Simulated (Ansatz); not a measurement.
## The false plateau in GW convergence: MgH2 (P4_2/mnm)

Aim: vary empty bands and screening cutoff apart and together in G0W0 on MgH2 (P4_2/mnm).

Main program and level: Ansatz 0.2.0; G0W0 on PBE, plane waves, PAW; PAW set soft_1.

**1. The structure**

It takes space group P4_2/mnm (No. 136, tetragonal). The conventional cell has a = 4.517 Å, b = 4.517 Å, c = 3.021 Å, α = 90.00°, β = 90.00°, γ = 90.00°. Nearest to Mg lie 6 H at 1.95 Å. Nearest to H lie 3 Mg at 1.95 Å. Farther neighbours are not listed.

The cell and positions come from the Crystallography Open Database and are kept as given unless a step says otherwise.

**2. 49 empty bands, screening to 50 eV**

Now the one-shot GW correction: screening in the RPA, then the self-energy of the levels asked for. This step takes PAW set soft_1 files.

Contents of input.yaml:

```yaml
crystal:
  lattice:
    - [4.5168, 0.0, 0.0]
    - [0.0, 4.5168, 0.0]
    - [0.0, 0.0, 3.0205]
  atoms:
    - { symbol: Mg, position: [0.0, 0.0, 0.0] }
    - { symbol: Mg, position: [0.5, 0.5, 0.5] }
    - { symbol: H, position: [0.306, 0.306, 0.0] }
    - { symbol: H, position: [0.194, 0.806, 0.5] }
    - { symbol: H, position: [0.694, 0.694, 0.0] }
    - { symbol: H, position: [0.806, 0.194, 0.5] }
kpoints:
  mp_grid: { grid: [4, 4, 4] }
hamiltonian:
  xc: pbe
  pseudopotentials: { kind: paw, azcp: { folder: soft_1 } }
scf:
  occupations: { method: fixed }
gw:
  n_empty_bands: 49
  ecut_chi: 50
  qp_bands: [v2, c2]
  qp_kpoints: band_edges
  screening: { model: contour_deformation }
```

Run with:

```
ansatz run input.yaml --threads 2 --pin off --max-ram 92160MiB --backend cuda --events-out ev --progress --plain --runs-dir out --devices 1 --max-vram 13GiB
```

Numbers of over 12 decimals in the logs are rounded to 6 here.

Output:

```text
GPUs: using 1 of 1 available (devices: 1).
Engine: ansatz 0.2.0, x86_64-unknown-linux-gnu
Pseudopotentials: kind: paw
Pseudopotential: Mg, paw, valence charge 10, recommended cutoff 420 eV (normal), soft_1/Mg.paw.azcp
Pseudopotential: H, paw, valence charge 1, recommended cutoff 420 eV (normal), soft_1/H.paw.azcp
Functional definition: PBE
  parameter kappa = 0.804
  parameter beta = 0.066725
  exchange = pbe_x(kappa = kappa, mu = beta*pi^2/3)
  correlation = pbe_c(beta = beta)
device memory: the entry about to start is reckoned to put 0.6 GiB on a device that reports 32.4 GiB free (of which the cap on the GPU budget leaves the run 13.0 GiB)
GPU FFT provider: cuFFT
GPU libraries: cuBLAS 13.8.2, cuFFT 12.4.0, cuSOLVER 12.3.4
Crystal: 6 atoms, lattice volume = 61.623 Å³
Basis set: ecut = 420 eV, 1195 PW (Γ)
Bands: 18, of which v1, the nominal top of the filled ones, is band 12 counted from 1 (11 counted from 0)
Symmetry: 16 space group operations
Space group: P42/mnm (ITA 136), of the structure as read, at distance tolerance 3.9e-5 Å
k-points: 18 of 64
Non-local potential: Mg, projectors of the file, l = 0: 3, l = 1: 2, l = 2: 1
Non-local potential: H, projectors of the file, l = 0: 2, l = 1: 1
PAW form: soft (Blöchl's): semilocal exchange-correlation on the pseudo side does not see the compensation charge
PAW one-centre angular grid: Mg, 110 points (default); XC on 64 Gauss nodes
PAW one-centre angular grid: H, 110 points (default); XC on 64 Gauss nodes
Initial density: superposition of atomic densities (chi_scale 0.1, normalization cell, long waves kept (reshape's long-wave potential 0.00 eV rms))
Initial wavefunctions: pseudopotential atomic-orbital guess
GPU buffer pool allocated for 24576 grid points (all kernels)
GPU transforms: local potential and band sums: pruned to the plane-wave sphere, on 32×32×24
Functional: x = pbe(κ = 0.804, μ = 0.219515), c = pbe(β = 0.066725)
SCF iter   1: F=—  HF=-3913.214379 eV  |F-HF|=—  |Δ(HF+E_count)|=         —  Δρ=7.79e-2  dr2=3.29e0  ethr=3.10e-3  ⟨swp⟩=4.7  Hψ=1430  notcnv=0  defer=46
preconditioner: auto → none  [insulator: Δε(μ)=4.772 eV  Ē_g=10.553 eV  n_scr=10 (ndim 8)  ℏωp=13.4 eV  f_vac=0.000  ε∞_Penn≈2.6]
SCF iter   2: F=—  HF=-3912.268670 eV  |F-HF|=—  |Δ(HF+E_count)|=   9.46e-1  Δρ=2.51e-2  dr2=3.70e-1  ethr=3.10e-3  ⟨swp⟩=2.0  Hψ=590  notcnv=0  defer=56
SCF iter   3: F=—  HF=-3912.181049 eV  |F-HF|=—  |Δ(HF+E_count)|=   8.76e-2  Δρ=2.46e-3  dr2=1.40e-3  ethr=1.54e-3  ⟨swp⟩=2.0  Hψ=398  notcnv=0  defer=70
SCF iter   4: F=—  HF=-3912.183444 eV  |F-HF|=—  |Δ(HF+E_count)|=   2.40e-3  Δρ=3.67e-4  dr2=3.64e-5  ethr=5.85e-6  ⟨swp⟩=2.1  Hψ=398  notcnv=0  defer=72
SCF iter   5: F=—  HF=-3912.183519 eV  |F-HF|=—  |Δ(HF+E_count)|=   7.50e-5  Δρ=1.78e-5  dr2=1.25e-7  ethr=1.52e-7  ⟨swp⟩=2.2  Hψ=417  notcnv=0  defer=72
SCF iter   6: F=-3912.183520 eV  HF=-3912.183520 eV  |F-HF|=2.00e-11  |Δ(HF+E_count)|=   2.84e-7  Δρ=1.63e-6  dr2=8.72e-10  ethr=4.17e-10  ⟨swp⟩=8.2  Hψ=1519  notcnv=0
SCF 1 converged in 6 iterations: F = -3912.183520 eV  dr2 = 8.72e-10
[...]
device memory: the entry about to start is reckoned to put 0.6 GiB on a device that reports 32.3 GiB free (of which the cap on the GPU budget leaves the run 13.0 GiB)
NSCF: frozen V_eff on 18 k-points, pencils in batches of 32, up to order 72
[...]
device memory: the entry about to start is reckoned to put 1.1 GiB on a device that reports 32.5 GiB free (of which the cap on the GPU budget leaves the run 13.0 GiB)
NSCF: frozen V_eff on 18 k-points
G₀W₀ screening: q 1/18
[... further progress lines ...]
SCF converged after 6 iterations
Free energy (F): -3912.183520 eV
Harris-Foulkes:  -3912.183520 eV  (|F-HF|=2.00e-11)
Internal energy: -3912.183520 eV  (E = F + TS)
E sigma→0 (E₀):  -3912.183520 eV
Fermi energy:    1.709112 eV
--- Per-component energies (eV) ---
  E_band       = -753.725489
  E_kinetic    = 195.891271
  E_local      = -3637.332193  (includes V_loc(G=0)·N_el)
  E_nonlocal   = 391.594384
  E_hartree    = 1251.180052
  E_xc         = -89.823448
  E_vxc        = -115.918097  (∫ρ·V_xc dr)
  E_paw        = -604.553426  (= ΣΔE_a)
  E_vpaw       = -90.314241  (= ΣTr[D̂ρ^β])
  E_aug_tail   = -0.005116  (compensation charges beyond the density's cutoff)
  E_ewald      = -1419.135044
  E_smearing   = -0.000000  (= −TS)
  E_closure    = -0.000000  (closes the sum)
  Σ components = -3912.183520   (vs F -3912.183520, Δ=0.00e0)
--- Band table (eV; the first three rows and the last of 18) ---
  k-point 0: bands = [... 8 lower, -4.6509, 0.3370, 0.3370, 1.2698, 6.5045, 6.8515, 10.8805, 10.8805, ... 2 higher]
  k-point 1: bands = [... 8 lower, -3.7296, 0.9089, 0.9089, 1.0535, 6.8958, 7.5295, 9.3479, 10.7221, ... 2 higher]
  k-point 2: bands = [... 8 lower, -1.2478, -1.2478, 1.6895, 1.6895, 8.0068, 8.0068, 8.5618, 8.5618, ... 2 higher]
  k-point 17: bands = [... 8 lower, -0.1318, -0.1318, 0.8360, 0.8360, 5.6151, 5.6151, 5.9435, 5.9435, ... 2 higher]
--- G₀W₀: contour deformation, 6 samples at zero and on the imaginary axis and 1 off it, 64 q-points, 49 empty bands' worth ---
  eigenvalues of the whole cell's RPA ε∞ on this k-mesh (on a slab, of 1 + 4πα/V) = 3.6465, 3.6569, 3.6569; static W/v taken at q = 0 is 0.273836
  bands read: the sum over 61 bands ends inside a degenerate multiplet in 12 slots, whose members it reads at an even weight; the widest, k=1: bands 61 to 62 (counted from 1) at 1/2 each
  gw.qp_kpoints: band_edges: 12 of 18 stored k-points solved, in 1 pass; an edge of the gap read off the rows below is read off those points alone
    valence top: of the k-points left out ik 1 came nearest to being solved in a further pass, in band 12 (counted from 1, as in the quasiparticle table): it holds the edge there only if its correction is more favourable than any solved in that band by at least 0.605 eV; those differ by 0.187 eV
    conduction bottom: of the k-points left out ik 1 came nearest to being solved in a further pass, in band 13 (counted from 1, as in the quasiparticle table): it holds the edge there only if its correction is more favourable than any solved in that band by at least 0.956 eV; those differ by 0.511 eV
    ik  band        ε_KS         Σx   Σc(E_QP)       V_xc       Z   E_QP_lin       E_QP  E_QP is
     0    11      0.3370   -15.4032     2.9865   -11.2530  0.7579    -0.8518    -0.8266  root
     0    12      1.2698   -15.0576     2.5259   -11.6033  0.7708     0.3286     0.3415  root
     0    13      6.5045    -2.9099    -3.4272    -6.8207  0.8184     6.9906     6.9880  root
     0    14      6.8515    -5.9855    -3.3536   -10.2560  0.8045     7.7780     7.7684  root
     2    11      1.6895   -15.4255     2.6604   -11.7602  0.7730     0.6700     0.6846  root
     2    12      1.6895   -15.4255     2.6604   -11.7602  0.7730     0.6700     0.6846  root
     2    13      8.0068    -5.6087    -3.8501   -10.4537  0.7969     9.0163     9.0016  root
     2    14      8.0068    -5.6087    -3.8501   -10.4537  0.7969     9.0163     9.0016  root
     3    11      0.6040   -15.3540     2.9014   -11.3155  0.7615    -0.5558    -0.5331  root
     3    12      1.7091   -15.2656     2.5799   -11.7071  0.7743     0.7169     0.7305  root
     3    13      6.5049    -4.5974    -3.4373    -8.7618  0.8120     7.2379     7.2321  root
     3    14      8.2246    -3.9593    -3.6825    -8.3737  0.8022     8.9640     8.9565  root
     4    11      1.0925   -15.3278     2.7677   -11.4820  0.7673    -0.0041     0.0145  root
     4    12      1.5366   -15.3105     2.6610   -11.6413  0.7719     0.5134     0.5285  root
[...]
14    14      5.9924    -4.7967    -3.4293    -8.9621  0.8097     6.7345     6.7284  root
    17    11      0.8360   -15.0747     2.8420   -11.1172  0.7648    -0.3003    -0.2793  root
    17    12      0.8360   -15.0747     2.8420   -11.1172  0.7648    -0.3003    -0.2793  root
    17    13      5.6151    -5.2607    -3.4528    -9.5221  0.8110     6.4307     6.4237  root
    17    14      5.6151    -5.2607    -3.4528    -9.5221  0.8110     6.4307     6.4237  root
```

It took 12 s on 1 × NVIDIA H100 80GB HBM3 (shared by 6 runs) with 2 threads of AMD EPYC 7R13 (Zen 3), shared host; peak memory 0.99 GiB; 14 s of CPU time.

In the SCF lines HF is the Harris–Foulkes energy and dr2 the Hartree energy of the density residual, in eV; the loop may stop once dr2 is under the threshold and the program's other checks hold. Hψ counts applications of the Hamiltonian.

This step gave:

| Item | Value |
| --- | --- |
| bands summed | 61 |
| RPA ε∞ on this mesh (eigenvalues) | 3.647, 3.657, 3.657 |
| plane waves in the screening matrix | 47 |
| q-points in the mesh | 64 |
| G0W0 gap on the mesh | 5.693 eV |
| k of the valence top | 0, 0.25, 0 |
| k of the conduction bottom | -0.5, -0.5, -0.5 |
| starting gap on the mesh | 3.906 eV |
| Z at the valence top | 0.7743 |
| Z at the conduction bottom | 0.8110 |
| least direct G0W0 gap on the computed points | 6.502 eV |

The gap on the mesh goes from 3.91 eV to 5.69 eV, a correction of +1.79 eV. Between the two edge states, bare exchange in place of the xc potential would open the gap by 7.82 eV, and correlation takes back 6.03 eV.

**3. 257 empty bands, screening to 50 eV**

Changes to input.yaml since step 2:

```diff
@@ -20,3 +20,3 @@
 gw:
-  n_empty_bands: 49
+  n_empty_bands: 257
   ecut_chi: 50
```

Output:

```text
GPUs: using 1 of 1 available (devices: 1).
[...]
GPU FFT provider: cuFFT
GPU libraries: cuBLAS 13.8.2, cuFFT 12.4.0, cuSOLVER 12.3.4
Crystal: 6 atoms, lattice volume = 61.623 Å³
Basis set: ecut = 420 eV, 1195 PW (Γ)
Bands: 18, of which v1, the nominal top of the filled ones, is band 12 counted from 1 (11 counted from 0)
Symmetry: 16 space group operations
[...]
k-points: 18 of 64
[...]
2    14      8.0068    -5.6087    -4.0459   -10.4537  0.7964     8.8150     8.8058  root
[...]
17    11      0.8360   -15.0747     2.7275   -11.1172  0.7650    -0.4197    -0.3940  root
    17    12      0.8360   -15.0747     2.7275   -11.1172  0.7650    -0.4197    -0.3940  root
    17    13      5.6151    -5.2607    -3.6256    -9.5221  0.8108     6.2552     6.2509  root
    17    14      5.6151    -5.2607    -3.6256    -9.5221  0.8108     6.2552     6.2509  root
[key lines of the parts left out:]
SCF converged after 6 iterations
Free energy (F): -3912.183520 eV
Fermi energy:    1.709112 eV
```

Elapsed: 16 s, on 1 × NVIDIA H100 80GB HBM3 (shared by 6 runs) with 2 threads; peak memory 1.1 GiB; 15 s of CPU time.

Numbers from this step:

```yaml
bands_summed: 269
rpa_eps_infinity_on_this_mesh_eigenvalues: 3.668, 3.675, 3.675
plane_waves_in_the_screening_matrix: 47
g0w0_gap_on_the_mesh: 5.649 eV
k_of_the_valence_top: 0, 0.25, 0
k_of_the_conduction_bottom: -0.5, -0.5, -0.5
starting_gap_on_the_mesh: 3.906 eV
least_direct_g0w0_gap_on_the_computed_points: 6.460 eV
```

Against the run with 4×4×4 mesh, 49 empty bands, screening to 50 eV, PAW set soft_1 files, the gap moves by −0.04 eV.

**4. 139 empty bands, screening to 100 eV**

Another rung: the empty bands reach about as high as the screening cutoff, so the two stay in balance.

Changes to input.yaml since step 3:

```diff
@@ -20,4 +20,4 @@
 gw:
-  n_empty_bands: 257
-  ecut_chi: 50
+  n_empty_bands: 139
+  ecut_chi: 100
   qp_bands: [v2, c2]
```

Output:

```text
GPUs: using 1 of 1 available (devices: 1).
[...]
GPU FFT provider: cuFFT
GPU libraries: cuBLAS 13.8.2, cuFFT 12.4.0, cuSOLVER 12.3.4
Crystal: 6 atoms, lattice volume = 61.623 Å³
Basis set: ecut = 420 eV, 1195 PW (Γ)
Bands: 18, of which v1, the nominal top of the filled ones, is band 12 counted from 1 (11 counted from 0)
Symmetry: 16 space group operations
[...]
k-points: 18 of 64
[...]
2    14      8.0068    -5.6087    -4.0777   -10.4537  0.7955     8.7824     8.7740  root
[...]
17    11      0.8360   -15.0747     2.5608   -11.1172  0.7591    -0.5943    -0.5606  root
    17    12      0.8360   -15.0747     2.5608   -11.1172  0.7591    -0.5943    -0.5606  root
    17    13      5.6151    -5.2607    -3.6244    -9.5221  0.8108     6.2563     6.2520  root
    17    14      5.6151    -5.2607    -3.6244    -9.5221  0.8108     6.2563     6.2520  root
[key lines of the parts left out:]
SCF converged after 6 iterations
Free energy (F): -3912.183520 eV
Fermi energy:    1.709112 eV
```

It took 12 s on 1 × NVIDIA H100 80GB HBM3 (shared by 6 runs) with 2 threads; peak memory 1.1 GiB; 16 s of CPU time.

The G0W0 gap on the mesh is 5.851 eV.

**5. 727 empty bands, screening to 100 eV**

Changes to input.yaml since step 4:

```diff
@@ -20,3 +20,3 @@
 gw:
-  n_empty_bands: 139
+  n_empty_bands: 727
   ecut_chi: 100
```

Output:

```text
GPUs: using 1 of 1 available (devices: 1).
[...]
GPU FFT provider: cuFFT
GPU libraries: cuBLAS 13.8.2, cuFFT 12.4.0, cuSOLVER 12.3.4
Crystal: 6 atoms, lattice volume = 61.623 Å³
Basis set: ecut = 420 eV, 1195 PW (Γ)
Bands: 18, of which v1, the nominal top of the filled ones, is band 12 counted from 1 (11 counted from 0)
Symmetry: 16 space group operations
[...]
k-points: 18 of 64
[...]
2    14      8.0068    -5.6087    -4.1422   -10.4537  0.7954     8.7166     8.7096  root
[...]
17    11      0.8360   -15.0747     2.5181   -11.1172  0.7591    -0.6393    -0.6034  root
    17    12      0.8360   -15.0747     2.5181   -11.1172  0.7591    -0.6393    -0.6034  root
    17    13      5.6151    -5.2607    -3.6793    -9.5221  0.8107     6.2008     6.1972  root
    17    14      5.6151    -5.2607    -3.6793    -9.5221  0.8107     6.2008     6.1972  root
[key lines of the parts left out:]
SCF converged after 6 iterations
Free energy (F): -3912.183520 eV
Fermi energy:    1.709112 eV
```

Wall time 27 s (1 × NVIDIA H100 80GB HBM3 (shared by 6 runs) with 2 threads); peak memory 1.7 GiB.

The G0W0 gap on the mesh is 5.846 eV.

**6. 49 empty bands, screening to 150 eV**

Changes to input.yaml since step 5:

```diff
@@ -20,4 +20,4 @@
 gw:
-  n_empty_bands: 727
-  ecut_chi: 100
+  n_empty_bands: 49
+  ecut_chi: 150
   qp_bands: [v2, c2]
```

Output:

```text
GPUs: using 1 of 1 available (devices: 1).
[...]
GPU FFT provider: cuFFT
GPU libraries: cuBLAS 13.8.2, cuFFT 12.4.0, cuSOLVER 12.3.4
Crystal: 6 atoms, lattice volume = 61.623 Å³
Basis set: ecut = 420 eV, 1195 PW (Γ)
Bands: 18, of which v1, the nominal top of the filled ones, is band 12 counted from 1 (11 counted from 0)
Symmetry: 16 space group operations
[...]
k-points: 18 of 64
[...]
2    14      8.0068    -5.6087    -3.8045   -10.4537  0.7966     9.0633     9.0472  root
[...]
17    11      0.8360   -15.0747     2.7703   -11.1172  0.7589    -0.3749    -0.3511  root
    17    12      0.8360   -15.0747     2.7703   -11.1172  0.7589    -0.3749    -0.3511  root
    17    13      5.6151    -5.2607    -3.3810    -9.5221  0.8118     6.5039     6.4954  root
    17    14      5.6151    -5.2607    -3.3810    -9.5221  0.8118     6.5039     6.4954  root
[key lines of the parts left out:]
SCF converged after 6 iterations
Free energy (F): -3912.183520 eV
Fermi energy:    1.709112 eV
```

Run time: 7.8 s. Hardware: 1 × NVIDIA H100 80GB HBM3 (shared by 6 runs) with 2 threads; peak memory 1.1 GiB.

The G0W0 gap on the mesh is 5.861 eV.

**7. 257 empty bands, screening to 150 eV**

Changes to input.yaml since step 6:

```diff
@@ -20,3 +20,3 @@
 gw:
-  n_empty_bands: 49
+  n_empty_bands: 257
   ecut_chi: 150
```

Output:

```text
GPUs: using 1 of 1 available (devices: 1).
[...]
GPU FFT provider: cuFFT
GPU libraries: cuBLAS 13.8.2, cuFFT 12.4.0, cuSOLVER 12.3.4
Crystal: 6 atoms, lattice volume = 61.623 Å³
Basis set: ecut = 420 eV, 1195 PW (Γ)
Bands: 18, of which v1, the nominal top of the filled ones, is band 12 counted from 1 (11 counted from 0)
Symmetry: 16 space group operations
[...]
k-points: 18 of 64
[...]
2    14      8.0068    -5.6087    -4.1307   -10.4537  0.7951     8.7284     8.7211  root
[...]
17    11      0.8360   -15.0747     2.4568   -11.1172  0.7580    -0.7041    -0.6647  root
    17    12      0.8360   -15.0747     2.4568   -11.1172  0.7580    -0.7041    -0.6647  root
    17    13      5.6151    -5.2607    -3.6592    -9.5221  0.8107     6.2211     6.2172  root
    17    14      5.6151    -5.2607    -3.6592    -9.5221  0.8107     6.2211     6.2172  root
[key lines of the parts left out:]
SCF converged after 6 iterations
Free energy (F): -3912.183520 eV
Fermi energy:    1.709112 eV
```

Wall time 33 s (1 × NVIDIA H100 80GB HBM3 (shared by 6 runs) with 2 threads); peak memory 1.2 GiB; 41 s of CPU time.

The G0W0 gap on the mesh is 5.937 eV.

(Continued in part 2 of 2.)

[Paths, hosts, dates, memory and timing lines, banners, echoed tables and standing remarks are left out of the program output.]

[Logs are printed without paths, hosts, clocks, repeated set-up lines and the standing remarks that a program may print on its own settings, such as how far it seeks lower states.]

[Runs of the session that timed out or met a known fault of the program may be left out.]

[Cells called generated may have been cut or substituted from an entry of the Crystallography Open Database or the Materials Project.]

[Hosts, paths, dates, database ids (printed as entryN), source tags and the programs' standing remarks are cut or masked in the printed files.]
